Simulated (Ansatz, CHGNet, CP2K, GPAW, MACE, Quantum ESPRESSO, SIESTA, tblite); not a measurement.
# GPAW runs on random packing of C68N32 (at. %) (79 atoms)

Wanted: GPAW inputs and outputs for random packing of C68N32 (at. %) (79 atoms), checked against a plane-wave reference.

Program: GPAW 26.7.0. Level of theory: the method is named at each step. Results are calculated unless marked as measured.

### 1. The structure

The cell holds 79 atoms: 54 C and 25 N. Cell: a = 8.889 Å, b = 8.889 Å, c = 8.889 Å, α = 90.0°, β = 90.0°, γ = 90.0°. 79 atoms (54 C, 25 N) packed at random in a cube at 2.36 g/cm³ and pushed apart as soft spheres; a start for melting by ab initio MD, not an equilibrated structure. Then every atom was moved at random, 0.02 Å r.m.s. a Cartesian component.

The yardstick, on the same geometry:

* method: Kohn-Sham DFT, PBE, SSSP efficiency 1.3.0 pseudopotentials, plane waves (Quantum ESPRESSO 7.5); sssp-pbe-1.3.0-efficiency, cutoffs 60/480 Ry, Γ point
* r.m.s. force component: 1.953 eV/Å
* longest force: 5.878 eV/Å
* pressure: -24.14 GPa
* time: 2.8 min on 2 MPI ranks of Arm Neoverse V2, shared host
* CPU time: 5.6 min

### 2. PBE, LCAO dzp, h 0.18 Å

Method: Kohn-Sham DFT, PBE, PAW, atomic orbitals (dzp).

The input, run.py:

```python
import numpy as np
from ase.io import read
from gpaw import GPAW, FermiDirac

atoms = read("structure.xyz")
atoms.calc = GPAW(
    mode="lcao",
    basis="dzp",
    h=0.18,
    xc="PBE",
    kpts={"size": (1, 1, 1), "gamma": True},
    occupations=FermiDirac(0.05),
    maxiter=200,
    symmetry={"point_group": False},
    txt="gpaw.txt",
)
energy = atoms.get_potential_energy(force_consistent=True)
forces = atoms.get_forces()
print(f"energy {energy:.6f} eV")
print("forces (eV/A)")
for i, (a, f) in enumerate(zip(atoms, forces)):
    print(f"{i:4d} {a.symbol:2s} {f[0]:10.5f} {f[1]:10.5f} {f[2]:10.5f}")
print(f"Fermi level {atoms.calc.get_fermi_level():.4f} eV")
for k in range(len(atoms.calc.get_ibz_k_points())):
    for s in range(atoms.calc.get_number_of_spins()):
        e = atoms.calc.get_eigenvalues(kpt=k, spin=s)
        n = np.searchsorted(e, atoms.calc.get_fermi_level())
        print(f"k {k} spin {s} levels about the Fermi level:", np.round(e[max(n - 6, 0):n], 4).tolist(), "|", np.round(e[n:n + 6], 4).tolist())
```

The input, structure.xyz:

```xyz
79
Lattice="8.88940 0.00000 0.00000 0.00000 8.88940 0.00000 0.00000 0.00000 8.88940" Properties=species:S:1:pos:R:3 pbc="T T T"
C 6.41130 3.03377 0.78040
C 3.94609 6.73754 4.55440
C 4.69014 2.06003 4.14513
C 4.95148 4.55920 0.74422
C 2.93697 0.59675 2.55464
C 7.22477 0.97641 8.68299
C 6.07475 8.27541 6.19636
C 0.79951 6.87462 5.90025
C 1.21323 1.92055 8.25016
C 0.97659 2.64904 1.10904
C 5.06687 6.28232 5.74113
C 1.08815 5.23532 5.90007
C 0.70706 7.15472 1.91735
C 3.41477 0.24366 4.35758
C 7.44718 1.94509 5.84016
C 1.40719 8.59045 8.82877
C 4.57057 0.35389 1.14104
C 0.60395 2.01860 2.70149
C 2.20742 4.24540 3.53140
C 1.10282 3.73577 4.85601
C 1.57618 5.64832 1.23429
C 7.46336 2.79003 2.32084
C 7.21864 0.22081 4.97406
C 5.85998 2.49428 5.65668
C 7.44852 5.24252 4.92739
C 5.06020 2.34342 7.47545
C 7.29411 7.77485 1.62907
C 6.46686 1.01721 1.30541
C 3.44322 2.01345 1.37403
C 2.78043 5.85598 5.95270
C 8.73552 5.90318 8.85651
C 4.78356 7.63635 0.38776
C 7.14005 6.93267 6.17662
C 7.26993 4.08326 7.01729
C 1.77352 6.68518 8.65525
C 0.62341 3.57976 6.77452
C 1.62738 7.27002 3.46820
C 6.96084 5.76069 8.73277
C 6.12142 0.62306 3.79364
C 4.43083 3.99481 2.57464
C 6.37717 7.87432 3.28472
C 8.33852 4.01490 5.57054
C 3.65185 7.28700 1.72214
C 8.88593 4.95051 4.04272
C 3.83853 4.59689 5.00811
C 7.29953 1.88162 3.78004
C 7.36913 2.39925 7.70729
C 5.06651 4.76276 7.68089
C 2.79305 2.54877 7.31927
C 2.88861 8.36804 6.86119
C 6.38099 4.60800 2.30004
C 2.87661 1.05144 8.17949
C 3.27894 5.43009 1.21607
C 5.77820 0.95792 6.70110
N 2.25044 7.68284 5.14163
N 2.46139 2.89430 5.70193
[... 19 atom lines left out ...]
N 1.88731 4.16362 1.85895
N 6.41477 6.17324 3.62901
N 5.93919 3.28019 3.77017
N 0.45460 2.31587 5.60521
```

On the command line:

```sh
OMP_NUM_THREADS=1 python run.py > output.txt
```

Output:

```text
energy -412.078246 eV
forces (eV/A)
   0 C     0.92903   -2.01302    2.48006
   1 C     1.41410   -2.01227    2.06415
   2 C     5.11338   -0.62453    1.49596
   3 C     0.33688   -0.63808    0.01659
   4 C    -2.38948    0.09072   -1.05969
   5 C    -1.21552    0.90323    0.91707
   6 C     0.58722    3.04860   -0.59604
   7 C    -1.55042    1.38972   -2.75520
   8 C     0.76159   -1.05187    0.64592
   9 C     0.30613   -1.33028    1.55305
  10 C    -1.33599    0.01989   -1.86346
  11 C     4.12873    0.50746    1.85985
  12 C     0.35940   -1.52813    3.39086
  13 C    -2.91550    2.08187   -2.31107
  14 C    -3.39261   -0.84840   -2.50301
  15 C     1.44485   -0.47476    2.22412
  16 C     2.38849    1.13916    0.02481
  17 C    -0.40502   -0.95144   -3.27641
  18 C    -1.39323   -0.76200   -0.41258
  19 C     2.77865    1.28551   -2.96231
  20 C     3.26159   -1.14332   -2.58945
  21 C    -1.49256   -0.69270   -0.18443
  22 C    -2.32483    1.08586    1.50847
  23 C    -0.92214   -2.95604    1.46731
[...]
71 N     3.72968    0.24967   -1.19712
  72 N    -0.64076    3.11380   -0.61996
  73 N    -3.37969   -0.55548    4.49833
  74 N     0.88860    3.14785    0.95057
  75 N    -1.17551    0.72174    2.03569
  76 N    -2.11642    1.38470   -0.60970
  77 N    -1.98392   -0.90920   -0.24024
  78 N    -0.19191    2.80399    1.53419
Fermi level 6.0199 eV
k 0 spin 0 levels about the Fermi level: [5.7296, 5.7507, 5.8636, 5.9728, 5.9831, 6.0005] | [6.0494, 6.1176, 6.159, 6.2342, 6.289, 6.3839]
```

gpaw.txt:

```text
Input parameters:
  mode=LCAO(),
  basis={'default': 'dzp'},
  h=0.18,
  kpts=MonkhorstPack(size=(1, 1, 1), gamma=True),
  maxiter=200,
  occupations=Occupations(name='fermi-dirac', width=0.05, fixmagmom=False),
  symmetry=Symmetry(point_group=False),
  xc=XC(name='PBE')
Unit cell  # Å
| periodic |        x |        y |        z |  lengths |    angles |
|----------|----------|----------|----------|----------|-----------|
|      yes | 8.889400 | 0.000000 | 0.000000 | 8.889400 | 90.000000 |
|      yes | 0.000000 | 8.889400 | 0.000000 | 8.889400 | 90.000000 |
|      yes | 0.000000 | 0.000000 | 8.889400 | 8.889400 | 90.000000 |
Number of symmetries: 1
Symmetry operations  # r_c * U_cc + t_c -> r_c
|   | kind |            matrix            |
|---|------|------------------------------|
| 0 |  E   |  1, 0, 0,  0, 1, 0,  0, 0, 1 |
BZ-sampling:
  Number of BZ points: 1
  Number of IBZ points: 1
  Monkhorst-Pack size: [1, 1, 1]
  Monkhorst-Pack shift: [0, 0, 0]
[... lines left out ...]
  Fermi-Dirac:
[... lines left out ...]
xc functional:
  name: PBE with 2 nearest neighbor stencil
interpolation: tri-quintic # 5. degree polynomial
Initialization done in: 5.728 s
convergence criteria:
- Maximum [total energy] change in last 3 cyles: 0.0005 eV / valence electron
- Maximum integral of absolute [dens]ity change: 0.0001 electrons / valence electron
- Maximum integral of absolute [eigenst]ate change: 4e-08 eV^2 / valence electron
maximum number of iterations: 200
SCF iterations
|iter     |      energy | eigst |  dens |
|---------|-------------|-------|-------|
|iter:   1| -416.980156 |      c|       |
|iter:   2| -414.867768 |      c| -1.11 |
|iter:   3| -415.749233 |      c| -1.17 |
|iter:   4| -415.729459 |      c| -1.25 |
|iter:   5| -414.193440 |      c| -1.30 |
|iter:   6| -412.954166 |      c| -1.49 |
|iter:   7| -412.026573 |      c| -1.60 |
|iter:   8| -412.026142 |      c| -1.93 |
|iter:   9| -411.946869c|      c| -2.01 |
|iter:  10| -411.922763c|      c| -2.23 |
|iter:  11| -411.914717c|      c| -2.43 |
[...]
|iter:  18| -411.903693c|      c| -3.83 |
|iter:  19| -411.903610c|      c| -3.89 |
|iter:  20| -411.903654c|      c| -4.07c|
Converged in 20 steps
SCF loop duration: 140.992 s (7.050 s/step)
Energy contributions relative to reference atoms: (reference = -92534.955841)
Energy contributions:
  Kinetic:          15.119540
  Coulomb:         -82.442739
  Zero:              9.507651
  External:          0.000000
  Xc:             -353.913515
  Entropy:          -0.349182
  Spinorbit:         0.000000
  ----------------------------
  Free energy:    -412.078246
  Extrapolated:   -411.903654
dipole moment: (89.295746, -24.330761, 88.693227)  # |e|*Ang
Fermi level: 6.020
Eigenvalues  # (at kpt = [0.000, 0.000, 0.000])
| band index |      eig [eV] | occ [0-2] |
|------------|---------------|-----------|
|          0 |       -14.485 |     2.000 |
|        ... |               |           |
|        163 |         5.603 |     2.000 |
|        164 |         5.648 |     1.999 |
[...]
|        178 |         6.442 |     0.000 |
|        ... |               |           |
|        208 |         8.381 |     0.000 |
Gap: 0.049 eV
Transition (v -> c):
  (s=0, k=0, n=170, [0.00, 0.00, 0.00]) -> (s=0, k=0, n=171, [0.00, 0.00, 0.00])
No difference between direct/indirect transitions
Force computation time: 14.258  # s
timing:  # [seconds]
  Total:  161.004  # ━━━━━━━━━━━━━━━━━━━━━━━━━━━━━━━━━━━━━━━━━━━━━━━━━━━━━━━━
  Init:     5.728  # ━━
  SCF:    140.992  # ━━━━━━━━━━━━━━━━━━━━━━━━━━━━━━━━━━━━━━━━━━━━━━━━━
  Forces:  14.258  # ━━━━━
```

The job ended after 2.7 min (1 thread of Arm Neoverse V2, shared host; peak memory 0.83 GiB).

Banners, paths, timers and routine set-up lines are dropped from the logs unmarked, and long logs keep their key lines alone; longer cuts are marked.

Compared with the plane-wave run:

| Item | Value |
| --- | --- |
| r.m.s. force component | 1.917 eV/Å |
| r.m.s. difference of force components | 78.27 meV/Å |
| longest difference of force vectors | 231.8 meV/Å |
| force difference over r.m.s. force | 4.007 % |
| slope of forces against the reference's | 0.9809 |
| correlation of force components | 0.9994 |

Length of the force difference by element (eV/Å):

```
element  atoms  mean  most
      C     54  0.12  0.22
      N     25  0.14  0.23
```

The surroundings of C31, picked at random, nearest first, numbered as they follow in the input and with coordinates relative to it.

```
atom      x      y      z  distance (Å)     Fx     Fy  Fz (eV/Å)
 C31   0.00   0.00   0.00          0.00  -3.54   0.01      -3.09
 C38  -1.77  -0.14  -0.12          1.78   2.45   2.43      -1.75
 N58  -0.51  -0.31  -1.76          1.86  -2.45  -1.32       2.53
 N74  -0.04   1.62  -1.00          1.91  -3.38  -0.56       4.50
 N65  -0.64   0.36   1.81          1.95  -0.22   2.52       0.11
 C35   1.93   0.78  -0.20          2.09  -0.97  -1.55       1.43
 C21   1.73  -0.25   1.27          2.16   3.26  -1.14      -2.59
 N70  -0.42   2.33   0.45          2.41  -1.55   2.09       0.13
 C13   0.86   1.25   1.95          2.47   0.36  -1.53       3.39
 N57  -1.69   1.68  -0.71          2.49   0.33  -1.43       0.23
 N68  -0.16  -2.52  -0.50          2.57  -1.30  -0.38      -3.33
 N75   2.25  -1.27  -0.26          2.59   0.89   3.15       0.95
```

Atoms are counted from 1 here, from 0 in the log.

Forces lie 4.0 % from the reference's, at 0.48 times its CPU time (on 1 against 2 cores).

### 3. PBE, LCAO szp(dzp), h 0.18 Å

Method: Kohn-Sham DFT, PBE, PAW, atomic orbitals (szp(dzp)).

run.py: that of step 2 with these lines changed.

```diff
@@ -7,3 +7,3 @@
     mode="lcao",
-    basis="dzp",
+    basis="szp(dzp)",
     h=0.18,
```

structure.xyz is that of step 2.

Output:

```text
energy -390.210283 eV
forces (eV/A)
   0 C     0.74112   -1.97010    1.90876
   1 C     1.14168   -1.67904    1.06955
   2 C     4.39594   -0.95830    1.36424
   3 C     0.48401   -0.70976   -0.02271
   4 C    -1.87128   -0.00444   -1.03457
   5 C    -0.94089    0.14387    0.53199
   6 C     0.27277    2.90897   -0.56225
   7 C    -1.65862    1.20200   -2.33756
   8 C     0.32792   -1.11445    0.45665
   9 C     0.27262   -0.96881    1.09903
  10 C    -0.76301   -0.32359   -1.28452
  11 C     3.95659    0.15493    2.06802
[...]
74 N     0.90271    2.81406    0.57747
  75 N    -1.07263   -0.15591    1.85993
  76 N    -2.31886    0.99059   -0.65233
  77 N    -1.61404   -0.46894   -0.11123
  78 N    -0.14707    1.64914    1.51377
Fermi level 5.7262 eV
k 0 spin 0 levels about the Fermi level: [5.4356, 5.4611, 5.563, 5.6801, 5.69, 5.7129] | [5.7538, 5.817, 5.8612, 5.9318, 5.9956, 6.0819]
```

gpaw.txt:

```text
Input parameters:
  mode=LCAO(),
  basis={'default': 'szp(dzp)'},
  h=0.18,
  kpts=MonkhorstPack(size=(1, 1, 1), gamma=True),
  maxiter=200,
  occupations=Occupations(name='fermi-dirac', width=0.05, fixmagmom=False),
  symmetry=Symmetry(point_group=False),
  xc=XC(name='PBE')
[... lines left out ...]
  Fermi-Dirac:
[... lines left out ...]
convergence criteria:
- Maximum [total energy] change in last 3 cyles: 0.0005 eV / valence electron
[... lines left out ...]
Converged in 22 steps
[... lines left out ...]
  Free energy:    -390.210283
[... lines left out ...]
Fermi level: 5.726
[... lines left out ...]
|          0 |       -14.727 |     2.000 |
|        ... |               |           |
|        163 |         5.319 |     1.999 |
|        164 |         5.354 |     1.999 |
[...]
|        178 |         6.144 |     0.000 |
|        ... |               |           |
|        208 |         8.052 |     0.000 |
Gap: 0.041 eV
Transition (v -> c):
  (s=0, k=0, n=170, [0.00, 0.00, 0.00]) -> (s=0, k=0, n=171, [0.00, 0.00, 0.00])
No difference between direct/indirect transitions
Force computation time: 11.205  # s
timing:  # [seconds]
  Total:  135.014  # ━━━━━━━━━━━━━━━━━━━━━━━━━━━━━━━━━━━━━━━━━━━━━━━━━━━━━━━━
  Init:     5.305  # ━━
  SCF:    118.477  # ━━━━━━━━━━━━━━━━━━━━━━━━━━━━━━━━━━━━━━━━━━━━━━━━━
  Forces:  11.205  # ━━━━╸
```

It took 2.3 min on 1 thread; peak memory 0.79 GiB.

Compared with the plane-wave run:

```
r.m.s. force component                  : 1.638 eV/Å
r.m.s. difference of force components   : 524.6 meV/Å
longest difference of force vectors     : 1615 meV/Å
force difference over r.m.s. force      : 26.86 %
slope of forces against the reference's : 0.8155
correlation of force components         : 0.9725
```

This is a coarse setting, run to see what it loses.

Against the first run (4.0 %), the force difference from the reference is 27 %, at 0.84 times the CPU time, with 711 basis functions against 1027: the smaller basis costs accuracy.

### 4. LDA, LCAO dzp, h 0.18 Å

Method: Kohn-Sham DFT, LDA, PAW, atomic orbitals (dzp).

run.py: that of step 3 with these lines changed.

```diff
@@ -7,5 +7,5 @@
     mode="lcao",
-    basis="szp(dzp)",
+    basis="dzp",
     h=0.18,
-    xc="PBE",
+    xc="LDA",
     kpts={"size": (1, 1, 1), "gamma": True},
```

structure.xyz is that of step 3.

Output:

```text
energy -476.239806 eV
forces (eV/A)
   0 C     0.95533   -1.98585    2.47765
   1 C     1.41617   -1.98623    2.21714
   2 C     5.26757   -0.66965    1.53624
   3 C     0.39727   -0.64302    0.05819
   4 C    -2.51987    0.03839   -1.06294
   5 C    -1.08920    0.87029    0.89607
   6 C     0.60232    3.08097   -0.68032
   7 C    -1.55402    1.37826   -2.83960
   8 C     0.70111   -1.02000    0.61805
   9 C     0.44279   -1.27439    1.55732
  10 C    -1.42620    0.05562   -1.93913
  11 C     4.17337    0.58049    1.91103
  12 C     0.25239   -1.48382    3.48641
  13 C    -3.02923    2.03614   -2.13192
  14 C    -3.32075   -0.81388   -2.45996
  15 C     1.33217   -0.57179    2.25290
  16 C     2.38832    1.09282    0.01523
  17 C    -0.46417   -1.10269   -3.32062
  18 C    -1.45581   -0.81752   -0.49952
  19 C     2.76214    1.33838   -2.87941
  20 C     3.41680   -1.19573   -2.61809
  21 C    -1.53584   -0.79821   -0.10420
  22 C    -2.39609    1.13647    1.46212
  23 C    -0.80602   -3.07562    1.44196
[...]
71 N     3.80844    0.17274   -1.13459
  72 N    -0.62573    3.17653   -0.57429
  73 N    -3.46564   -0.51840    4.65174
  74 N     0.82674    3.19429    1.08444
  75 N    -1.15770    0.87346    2.03051
  76 N    -2.01488    1.34320   -0.61363
  77 N    -1.99878   -1.04372   -0.22500
  78 N    -0.25135    2.99269    1.65184
Fermi level 5.7871 eV
k 0 spin 0 levels about the Fermi level: [5.5021, 5.5196, 5.636, 5.7349, 5.7536, 5.7706] | [5.8138, 5.885, 5.9291, 5.9874, 6.0617, 6.1378]
```

gpaw.txt:

```text
Input parameters:
  mode=LCAO(),
  basis={'default': 'dzp'},
  h=0.18,
  kpts=MonkhorstPack(size=(1, 1, 1), gamma=True),
  maxiter=200,
  occupations=Occupations(name='fermi-dirac', width=0.05, fixmagmom=False),
  symmetry=Symmetry(point_group=False),
  xc=XC(name='LDA')
Unit cell  # Å
| periodic |        x |        y |        z |  lengths |    angles |
[... lines left out ...]
  Fermi-Dirac:
[... lines left out ...]
convergence criteria:
- Maximum [total energy] change in last 3 cyles: 0.0005 eV / valence electron
[... lines left out ...]
Converged in 20 steps
[... lines left out ...]
  Free energy:    -476.239806
  Extrapolated:   -476.063850
dipole moment: (89.287739, -24.371912, 88.797100)  # |e|*Ang
Fermi level: 5.787
Eigenvalues  # (at kpt = [0.000, 0.000, 0.000])
| band index |      eig [eV] | occ [0-2] |
|------------|---------------|-----------|
|          0 |       -14.576 |     2.000 |
|        ... |               |           |
|        163 |         5.369 |     2.000 |
|        164 |         5.406 |     1.999 |
[...]
|        178 |         6.197 |     0.001 |
|        ... |               |           |
|        208 |         8.106 |     0.000 |
Gap: 0.043 eV
Transition (v -> c):
  (s=0, k=0, n=170, [0.00, 0.00, 0.00]) -> (s=0, k=0, n=171, [0.00, 0.00, 0.00])
No difference between direct/indirect transitions
Force computation time: 14.109  # s
timing:  # [seconds]
  Total:  145.403  # ━━━━━━━━━━━━━━━━━━━━━━━━━━━━━━━━━━━━━━━━━━━━━━━━━━━━━━━━
  Init:     4.437  # ━╸
  SCF:    126.830  # ━━━━━━━━━━━━━━━━━━━━━━━━━━━━━━━━━━━━━━━━━━━━━━━━━
  Forces:  14.109  # ━━━━━╸
```

Elapsed: 2.4 min, on 1 thread; peak memory 0.83 GiB.

Compared with the plane-wave run:

- r.m.s. force component: 1.955 eV/Å
- r.m.s. difference of force components: 61.65 meV/Å
- longest difference of force vectors: 215.2 meV/Å
- force difference over r.m.s. force: 3.156 %
- slope of forces against the reference's: 1.001
- correlation of force components: 0.9995

Against the first run (4.0 %), the force difference from the reference is 3.2 %, at 0.90 times the CPU time; another functional landing nearer a PBE reference means that errors partly cancel.

(Part 1 of 2 ends here.)

[Also dropped from logs without a mark: logging warnings of Python, and SIESTA's first energy breakdown and zero terms.]

[Logs are printed without paths, hosts, clocks, repeated set-up lines and the standing remarks that a program may print on its own settings, such as how far it seeks lower states.]

[Hosts, paths, dates, database ids (printed as entryN), source tags and the programs' standing remarks are cut or masked in the printed files.]
